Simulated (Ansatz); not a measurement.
## BP: optical spectrum from first principles

Wanted: where BP starts to absorb, how strongly, and its refractive index.

Program: Ansatz 0.2.0. Level of theory: DFT, PBE, plane-wave PAW, default files, scalar-relativistic, independent-particle optical response without local fields. Results are calculated unless marked as measured.

## 1. Set-up

Symmetry: F-43m, No. 216, cubic system. Conventional cell: a = 4.538 Å, b = 4.538 Å, c = 4.538 Å, α = 90.00°, β = 90.00°, γ = 90.00°. P has 4 B at 1.97 Å nearest. B has 4 P at 1.97 Å nearest. Farther neighbours are not listed.

## 2. Ground state and bands

The self-consistent density comes first; it also tells whether there is a gap, which decides the occupations and the need for a Drude term.

This step: DFT, PBE, plane-wave PAW, default files, scalar-relativistic, ground state (Ansatz 0.2.0).

File input.yaml:

```yaml
crystal:
  lattice:
    - [0.0, 2.269, 2.269]
    - [2.269, 0.0, 2.269]
    - [2.269, 2.269, 0.0]
  atoms:
    - { symbol: P, position: [0.75, 0.75, 0.75] }
    - { symbol: B, position: [0.0, 0.0, 0.0] }
kpoints:
  mp_grid: { grid: [8, 8, 8] }
  band_path:
    path:
      - [[0.0, 0.0, 0.0], [0.5, 0.0, 0.5], [0.5, 0.25, 0.75], [0.375, 0.375, 0.75], [0.0, 0.0, 0.0], [0.5, 0.5, 0.5], [0.625, 0.25, 0.625], [0.5, 0.25, 0.75], [0.5, 0.5, 0.5], [0.375, 0.375, 0.75]]
      - [[0.625, 0.25, 0.625], [0.5, 0.0, 0.5]]
    npoints: 7
scf:
  occupations: { method: fermi_dirac, width: 0.05 }
  n_extra_bands: 6
hamiltonian:
  xc: pbe
  pseudopotentials: { kind: paw }
output:
  forces: true
  stress: true
  populations: true
  write_bands: true
  write_density: true
  write_potential: true
  elf: true
  volumetric_format: npy
```

On the command line:

```sh
ansatz run input.yaml --threads 2 --pin off --max-ram 5120MiB --backend cpu --events-out ev --progress --plain --runs-dir out
```

Numbers of over 12 decimals in the logs are rounded to 6 here.

The log of the run:

```text
scf.n_extra_bands = 6 over 4 filled bands (N_el = 8.0): the run solves 10 bands
Engine: ansatz 0.2.0, aarch64-unknown-linux-gnu
Pseudopotentials: kind: paw
Pseudopotential: P, paw, valence charge 5, recommended cutoff 420 eV (normal), P.paw.azcp
Pseudopotential: B, paw, valence charge 3, recommended cutoff 420 eV (normal), B.paw.azcp
Functional definition: PBE
  parameter kappa = 0.804
  parameter beta = 0.066725
  exchange = pbe_x(kappa = kappa, mu = beta*pi^2/3)
  correlation = pbe_c(beta = beta)
Crystal: 2 atoms, lattice volume = 23.363 Å³
Basis set: ecut = 420 eV, 459 PW (Γ), exchange–correlation on 48×48×48 points (8 copies of the dense FFT grid, shifted against one another)
Bands: 10, of which v1, the nominal top of the filled ones, is band 4 counted from 1 (3 counted from 0)
Symmetry: 24 space group operations
Space group: F-43m (ITA 216), of the structure as read, at distance tolerance 2.9e-5 Å
k-points: 29 of 512 (time reversal used)
Non-local potential: P, projectors of the file, l = 0: 2, l = 1: 2, l = 2: 2
Non-local potential: B, projectors of the file, l = 0: 2, l = 1: 2, l = 2: 1
PAW form: soft (Blöchl's): semilocal exchange-correlation on the pseudo side does not see the compensation charge
PAW one-centre angular grid: P, 110 points (default); XC on 64 Gauss nodes
PAW one-centre angular grid: B, 110 points (default); XC on 64 Gauss nodes
Initial density: superposition of atomic densities (neutral atoms: chi_scale 0, normalization atom), corrected by the library's trained network
Initial wavefunctions: pseudopotential atomic-orbital guess
Functional: x = pbe(κ = 0.804, μ = 0.219515), c = pbe(β = 0.066725)
SCF iter   1: F=—  HF=-912.444489 eV  |F-HF|=—  |Δ(HF+E_count)|=         —  Δρ=1.49e-3  dr2=4.47e-4  ethr=1.77e-3  ⟨swp⟩=6.2  Hψ=2430  notcnv=0  defer=3
preconditioner: auto → none  [insulator: Δε(μ)=1.269 eV  Ē_g=14.974 eV  σ=0.050 eV  W_gap=1.00  n_scr=0 (ndim 8)  ℏωp=21.7 eV  f_vac=0.000  D(μ)=0.00/eV (n_scr^D=0)  ε∞_Penn≈3.1]
SCF iter   2: F=—  HF=-912.444585 eV  |F-HF|=—  |Δ(HF+E_count)|=   9.62e-5  Δρ=8.29e-4  dr2=1.52e-4  ethr=5.58e-6  ⟨swp⟩=2.2  Hψ=648  notcnv=0  defer=13
SCF iter   3: F=—  HF=-912.444558 eV  |F-HF|=—  |Δ(HF+E_count)|=   2.72e-5  Δρ=3.99e-4  dr2=1.64e-5  ethr=1.90e-6  ⟨swp⟩=2.0  Hψ=336  notcnv=0  defer=13
SCF iter   4: F=—  HF=-912.444580 eV  |F-HF|=—  |Δ(HF+E_count)|=   2.19e-5  Δρ=1.30e-4  dr2=5.05e-6  ethr=2.04e-7  ⟨swp⟩=2.0  Hψ=361  notcnv=0  defer=13
SCF iter   5: F=—  HF=-912.444578 eV  |F-HF|=—  |Δ(HF+E_count)|=   1.34e-6  Δρ=3.73e-5  dr2=4.12e-7  ethr=6.31e-8  ⟨swp⟩=2.0  Hψ=330  notcnv=0  defer=13
SCF iter   6: F=-912.444578 eV  HF=-912.444578 eV  |F-HF|=2.40e-8  |Δ(HF+E_count)|=   1.10e-7  Δρ=1.06e-5  dr2=3.31e-8  ethr=1.25e-9  ⟨swp⟩=11.6  Hψ=1924  notcnv=0
SCF 1 converged in 6 iterations: F = -912.444578 eV  dr2 = 3.31e-8
  greatest PAW one-centre occupation: 0.774 electrons in one spin orbital (limit 2), on the P atom at site 0 (counted from 0), in its partial waves of l = 0
NSCF: frozen V_eff on 72 k-points
SCF converged after 6 iterations
Free energy (F): -912.444578 eV
Harris-Foulkes:  -912.444578 eV  (|F-HF|=2.40e-8)
Internal energy: -912.444578 eV  (E = F + TS)
E sigma→0 (E₀):  -912.444578 eV
Entropy (-TS):   -0.000000 eV (-0.000 meV/atom)
Fermi energy:    9.881118 eV
--- Per-component energies (eV) ---
  E_band       = 22.188559
  E_kinetic    = 121.710782
  E_local      = -67.919636  (includes V_loc(G=0)·N_el)
  E_nonlocal   = 45.022464
  E_hartree    = 17.058193
  E_xc         = -94.861407
  E_vxc        = -100.534076  (∫ρ·V_xc dr)
  E_paw        = -647.963457  (= ΣΔE_a)
  E_vpaw       = -10.207585  (= ΣTr[D̂ρ^β])
  E_aug_tail   = 0.000001  (compensation charges beyond the density's cutoff)
  E_ewald      = -285.491518
  E_smearing   = -0.000000  (= −TS)
  E_closure    = -0.000000  (closes the sum)
  Σ components = -912.444578   (vs F -912.444578, Δ=0.00e0)
--- Forces (eV/Å), atoms counted from 1 ---
  atom   1  P      0.00000000     0.00000000     0.00000000
  atom   2  B     -0.00000000     0.00000000    -0.00000000
  max |Σ_I F_I| component: 2.41e-16 eV/Å
--- Stress (GPa, compression-positive) ---
        1.147348       0.000000       0.000000
       -0.000000       1.147348       0.000000
       -0.000000       0.000000       1.147348
  P = ⅓ Tr σ = 1.1473 GPa (11.473 kbar)
--- Band table (eV; the first three rows and the last of 29) ---
  k-point 0: bands = ["-6.1919", "9.2652", "9.2652", "9.2652", "12.6688", "12.6688", "12.6688", "16.6368", "20.7767", "21.2797"]
  k-point 1: bands = ["-5.9110", "7.4129", "8.8379", "8.8379", "13.1988", "13.2587", "13.2587", "17.4245", "20.4037", "20.4037"]
  k-point 2: bands = ["-5.0870", "4.4218", "8.1494", "8.1494", "13.2631", "14.0257", "14.0257", "18.8717", "20.1566", "20.1566"]
  k-point 28: bands = ["-1.0642", "1.2080", "3.5939", "3.7982", "14.5902", "16.0233", "16.5012", "16.7072", "22.0282", "25.3559"]
--- Löwdin populations: 2 sites ---
  site symbol       q [e]
     0      P      4.2507
     1      B      3.6871
  spilling = 0.007783 (of n_electrons = 8.000000)
```

The job ended after 1.6 s (2 threads of Arm Neoverse V1, shared host; peak memory 0.26 GiB).

Reading the cycles: dr2 is the Hartree energy of the density residual (eV), the measure of convergence; HF is the Harris–Foulkes estimate of the energy, which meets the free energy F at convergence.

Read-outs, printed or worked out from the files:

```
free energy                  : -912.4446 eV
Fermi energy                 : 9.881 eV
gap by band count            : 1.273 eV
electrons                    : 8
symmetry operations          : 24
pressure                     : 1.147 GPa
volume                       : 23.36 Å³
gap on the path              : 1.243 eV
least direct gap on the path : 3.404 eV
```

There is a gap, 1.24 eV on the path, so no carriers' term is needed. The cell is left with a pressure of 1.1 GPa, as it stands unrelaxed at this level.

The electronic bands at the labelled points (eV, zero at the Fermi level; v1 is the highest filled band, c1 the lowest empty one):

```csv
point,v4,v3,v2,v1,c1,c2,c3,c4
Γ,-16.07,-0.62,-0.62,-0.62,2.79,2.79,2.79,6.76
0.43 of the way,-14.98,-3.53,-2.94,-2.94,1.45,5.16,6.29,6.29
X,-11.22,-9.20,-4.73,-4.73,0.72,1.04,11.46,11.46
0.43 of the way,-11.12,-9.03,-5.37,-5.32,1.91,2.34,10.03,10.78
W,-10.95,-8.67,-6.29,-6.08,4.71,6.14,6.62,6.83
0.57 of the way,-11.14,-8.73,-6.71,-4.84,2.59,5.46,8.10,8.96
K,-11.22,-8.78,-6.84,-4.12,1.53,5.38,9.09,9.98
0.57 of the way,-14.85,-4.75,-3.82,-1.39,4.02,4.02,5.03,7.69
Γ,-16.07,-0.62,-0.62,-0.62,2.79,2.79,2.79,6.76
0.57 of the way,-14.64,-6.29,-1.90,-1.90,3.34,4.22,4.22,9.28
L,-12.75,-9.65,-2.37,-2.37,3.16,4.09,4.09,9.51
0.43 of the way,-12.38,-9.31,-4.32,-3.00,2.88,5.51,5.57,9.47
U,-11.22,-8.78,-6.84,-4.12,1.53,5.38,9.09,9.98
0.43 of the way,-11.14,-8.73,-6.71,-4.84,2.59,5.46,8.10,8.96
W,-10.95,-8.67,-6.29,-6.08,4.71,6.14,6.62,6.83
0.43 of the way,-11.90,-8.91,-5.60,-4.09,3.68,4.78,8.31,8.89
L,-12.75,-9.65,-2.37,-2.37,3.16,4.09,4.09,9.51
0.43 of the way,-12.38,-9.31,-4.32,-3.00,2.88,5.51,5.57,9.47
K,-11.22,-8.78,-6.84,-4.12,1.53,5.38,9.09,9.98
jump to U,-11.22,-8.78,-6.84,-4.12,1.53,5.38,9.09,9.98
0.57 of the way,-11.17,-9.11,-5.47,-4.61,0.97,2.04,10.90,11.12
X,-11.22,-9.20,-4.73,-4.73,0.72,1.04,11.46,11.46
```

The electronic bands as a text plot (rows in eV, shown from -8.6 to 6.6 only):

```
    6.3 |   +              +++                +   +        + +
    5.7 |             ++++                  +  +++ +  +   +
    5.0 |  ++        +      +++            +        +
    4.4 |            ++        +      ++++++      ++ +++++    +
    3.8 |    ++             ++++    ++           +  ++++
    3.1 | +         +  +   +   +++ ++++++++++          ++++
    2.5 |++    +   ++     +       +             +          +
    1.9 |  +       +    +                    ++             ++ +
    1.2 |   +++ +++      +                     +              +++
    0.6 |      ++++                                             +
    0.0 |
   -0.7 |*                     *****
   -1.3 | *                   * ** ***
   -1.9 |  *                **        **
   -2.6 |                  *   *    *   ****          ****
   -3.2 |   *             *    *           **        *    **
   -3.9 |    **          *    *              ***      *     **
   -4.5 |      ***      *     *      *      *        *    *   ***
   -5.1 |    **   **   *    **                  *   *      *    *
   -5.8 |           ***                          * *           *
   -6.4 |            ***   ***        *      *   ****       * *
   -7.0 |      *        ***                   ***            *
   -7.7 |                  *           *
   -8.3 |       *         *                        *
         Γ       X    W  K        Γ      L     U  W     L   K|U X
```

Electrostatic potential energy in the ac plane of a cell with a along [110], b along [-110] and c along [001] of the cube at fractional y = 0.000, with atoms of P and B within 0.2 Å of it. With pseudopotentials it is smooth inside the atoms' cores, unlike the true potential.

Ten even steps from '_' (-59 eV) to '@' (12 eV), each cell a mean:
```
..++%%@@@@@@@@##--..++%%@@@@@@@@##--
**%%@@@@@@@@@@@@##**%%@@@@@@@@@@@@##
@@@@@@@@@@@@@@@@@@@@@@@@@@@@@@@@@@@@
@@@@@@@@@@@@@@@@@@@@@@@@@@@@@@@@@@@@
@@@@@@@@@@@@@@@@@@@@@@@@@@@@@@@@@@@@
@@@@@@@@@@@@@@@@@@@@@@@@@@@@@@@@@@@@
@@@@@@%%####%%@@@@@@@@@@%%####%%@@@@
@@@@##==::::**%%@@@@@@##==::::**%%@@
@@@@**..____==%%@@@@@@**..____==%%@@
%%%%##::____++%%%%%%%%##::____++%%%%
==##%%**==++##%%++==##%%**==++##%%++
__==%%%%%%%%%%**..__==%%%%%%%%%%**..
```

Valence density in the ac plane of a cell with a along [110], b along [-110] and c along [001] of the cube at fractional y = 0.000, with atoms of P and B within 0.2 Å of it. It is the smooth field of the valence electrons, not physical close to the nuclei.

Ten even steps from '_' (0.04 e/Å³) to '@' (0.86 e/Å³), each cell a mean:
```
****==::....--++******==::....--++**
**==::______..--++**==::______..--++
--::..________..----::..________..--
..______________....______________..
____________________________________
______..::::..__________..::::..____
____::==**++--..______::==**++--..__
__..==**++**++::..__..==**++**++::..
::--**++..::**++::::--**++..::**++::
++**@@%%--++@@%%++++**@@%%--++@@%%++
##@@@@@@##%%@@@@%%##@@@@@@##%%@@@@%%
==%%##++==++**%%**==%%##++==++**%%**
```

## 3. Spectrum

With the density converged, the vertical transitions are summed over the zone.

This step: DFT, PBE, plane-wave PAW, default files, scalar-relativistic, independent-particle optical response without local fields (Ansatz 0.2.0).

input.yaml, the sections that differ from step 2:

```yaml
kpoints:
  mp_grid: { grid: [8, 8, 8] }
scf:
  occupations: { method: fixed }
output:
  optics:
    e_range: [0, 25]
    de: 0.05
    sigma: 0.1
    nscf_kmesh: { grid: [11, 11, 11] }
    bands: auto
# crystal, hamiltonian: as in step 2
```

The log of the run:

```text
[...]
Crystal: 2 atoms, lattice volume = 23.363 Å³
Basis set: ecut = 420 eV, 459 PW (Γ)
Bands: 8, of which v1, the nominal top of the filled ones, is band 4 counted from 1 (3 counted from 0)
Symmetry: 24 space group operations
[...]
k-points: 29 of 512 (time reversal used)
[...]
SCF iter   1: F=—  HF=-912.444478 eV  |F-HF|=—  |Δ(HF+E_count)|=         —  Δρ=1.51e-3  dr2=4.72e-4  ethr=1.77e-3  ⟨swp⟩=5.2  Hψ=1705  notcnv=0  defer=54
[...]
SCF iter   8: F=-912.444574 eV  HF=-912.444574 eV  |F-HF|=1.02e-12  |Δ(HF+E_count)|=  2.17e-10  Δρ=8.43e-8  dr2=2.06e-12  ethr=1.00e-12  ⟨swp⟩=5.7  Hψ=1339  notcnv=0
SCF 1 converged in 8 iterations: F = -912.444574 eV  dr2 = 2.06e-12
[...]
NSCF: frozen V_eff on 56 k-points
[...]
output.optics: what the bands over the 23 summed would add to eps1, eps2 and the energy-loss function is held between a lower and an upper bound (6 Lanczos steps). eps1, eps2 and their loss function (loss_summed_bands) are given on every row as the summed bands alone make them. Along an axis, on a row where the two bounds hold the loss function to about 1 % of the greater of itself and 0.5 % of |1/eps|, its cell (loss_completed) is given, with the completed eps1 and eps2 that it is formed of (a cell that is left empty reads nan in the table and null in the record). The two bounds hold it so along every axis on all 501 rows up to 25.000 eV. [rest of the remark cut]
SCF converged after 8 iterations
Free energy (F): -912.444574 eV
[...]
Internal energy: -912.444574 eV  (E = F + TS)
E sigma→0 (E₀):  -912.444574 eV
Fermi energy:    9.265197 eV
[...]
--- Band table (eV; the first three rows and the last of 29) ---
[...]
```

Run time: 7.5 s. Hardware: 2 threads; peak memory 0.47 GiB; 14 s of CPU time.

Numbers from this step:

- electronic dielectric constant ε∞, mean over x, y and z (by symmetry where fewer were run): 9.493
- absorption onset, first axis (α over 10⁴ cm⁻¹, or the direct gap if that lies higher): 3.404 eV
- main peak of Im epsilon, first axis: 5.839 eV
- centre of weight of the strongest loss peak in the window: 22.17 eV
- photocurrent from vertical transitions in a film 500 nm thick on a perfect mirror (two passes), AM1.5G, no front reflection, all carriers collected: 0.5940 mA/cm²
- least direct gap on the mesh: 3.404 eV
- bands summed: 23
- spectra valid up to: 37.07 eV
- program's estimate of the k-sum error in Im epsilon: 0.24 %
- electrons in the f-sum: 7.181

The Im ε, any direction has structure finer than the step of the table below, so its rows give means over 1 eV, whole bins alone (the curve runs from 0 to 25 eV). Peaks (eV: height): 5.8: 49.7.

Im ε, any direction against photon energy; means over each step:

```csv
photon energy (eV),"Im ε, any direction"
2,0
3,0.181
4,4.88
5,11.8
6,31.7
7,13.0
8,7.53
9,4.75
10,3.00
11,2.29
12,1.71
13,1.24
14,0.961
15,0.739
16,0.578
17,0.429
18,0.355
19,0.301
20,0.267
21,0.195
22,0.165
23,0.128
24,0.0795
```

Table of Re ε, any direction by photon energy:

```csv
photon energy (eV),"Re ε, any direction"
0,9.49
1,9.75
2,10.7
3,13.1
4,16.8
5,20.5
6,-12.0
7,-8.49
8,-6.30
9,-5.22
10,-3.93
11,-3.03
12,-2.38
13,-1.96
14,-1.54
15,-1.22
16,-0.940
17,-0.697
18,-0.492
19,-0.320
20,-0.196
21,-0.110
22,0.0185
23,0.0820
24,0.193
25,0.296
```

The loss function −Im 1/ε at q → 0, any direction by energy loss; read off at these points:

```csv
energy loss (eV),"loss function −Im 1/ε at q → 0, any direction"
3.0,0
4.0,0.0160
5.0,0.0203
6.0,0.0245
7.0,0.0550
8.0,0.0782
9.0,0.0954
10.0,0.122
11.0,0.161
12.0,0.201
13.0,0.229
14.0,0.293
15.0,0.360
16.0,0.476
17.0,0.638
18.0,0.963
19.0,1.56
20.0,2.42
21.0,3.99
22.0,5.93
22.8,5.91
23.0,5.64
24.0,1.83
25.0,0.793
```

Table of refractive index n and extinction k by photon energy:

```csv
photon energy (eV),n,k
0,3.08,0
1,3.12,0
2,3.27,0
3,3.62,0
4,4.14,0.592
5,4.67,1.17
6,3.66,5.04
7,1.80,3.42
8,1.32,2.84
9,0.956,2.48
10,0.695,2.10
11,0.651,1.86
12,0.537,1.63
13,0.416,1.46
14,0.372,1.29
15,0.316,1.15
16,0.287,1.01
17,0.244,0.870
18,0.239,0.741
19,0.243,0.615
20,0.263,0.515
21,0.229,0.403
22,0.305,0.273
23,0.339,0.181
24,0.448,0.0889
25,0.548,0.0672
```

Table of reflectivity at normal incidence, any direction by photon energy; read off at these points:

photon energy (eV), reflectivity at normal incidence, any direction (%) and a bar from the least value:
```
        0       26.0 #########
        1       26.5 #########
        2       28.2 ##########
        3       32.1 ############
        4       38.1 ###############
        5       44.3 ##################
        6       68.9 ##############################
        7       63.2 ###########################
        8       60.7 ##########################
        9       61.6 ##########################
       10       61.8 ##########################
       11       57.9 ########################
       12       57.3 ########################
       13       59.8 #########################
       14       58.2 #########################
       15       58.6 #########################
       16       57.1 ########################
       17       57.6 ########################
       18       54.2 #######################
       19       49.4 ####################
       20       43.5 #################
       21       45.2 ##################
       22       31.4 ###########
       23       25.8 #########
       24       14.8 ###
       25        8.7
```

Optical constants at common wavelengths, from n + ik = √ε:

```csv
wavelength (nm),n,k,R (%),1/α
1064,3.14,0.000,26.7,over 1 mm
800,3.19,0.000,27.3,over 1 mm
532,3.35,0.000,29.2,over 1 mm
405,3.66,0.000,32.5,over 1 mm
365,4.03,0.092,36.3,316 nm
248,4.67,1.167,44.3,17 nm
193,2.56,3.834,62.6,4.0 nm
```

Rows near the edge hang on the gap, which this functional as a rule makes too small, and phonon-assisted absorption is left out.

Through 1 µm of it, D65 light comes out colourless, dimmed by reflection (x = 0.317, y = 0.334; 55 % transmitted).

The f-sum over the summed bands holds 7.2 of the cell's 8 electrons outside the frozen cores. Up to 25 eV the strength has a mean oscillator energy of 6.9 eV, close to the main peak.

(Continued in part 2 of 2.)

[Logs are printed without paths, hosts, clocks, repeated set-up lines and the standing remarks that a program may print on its own settings, such as how far it seeks lower states.]

[Hosts, paths, dates, database ids (printed as entryN), source tags and the programs' standing remarks are cut or masked in the printed files.]
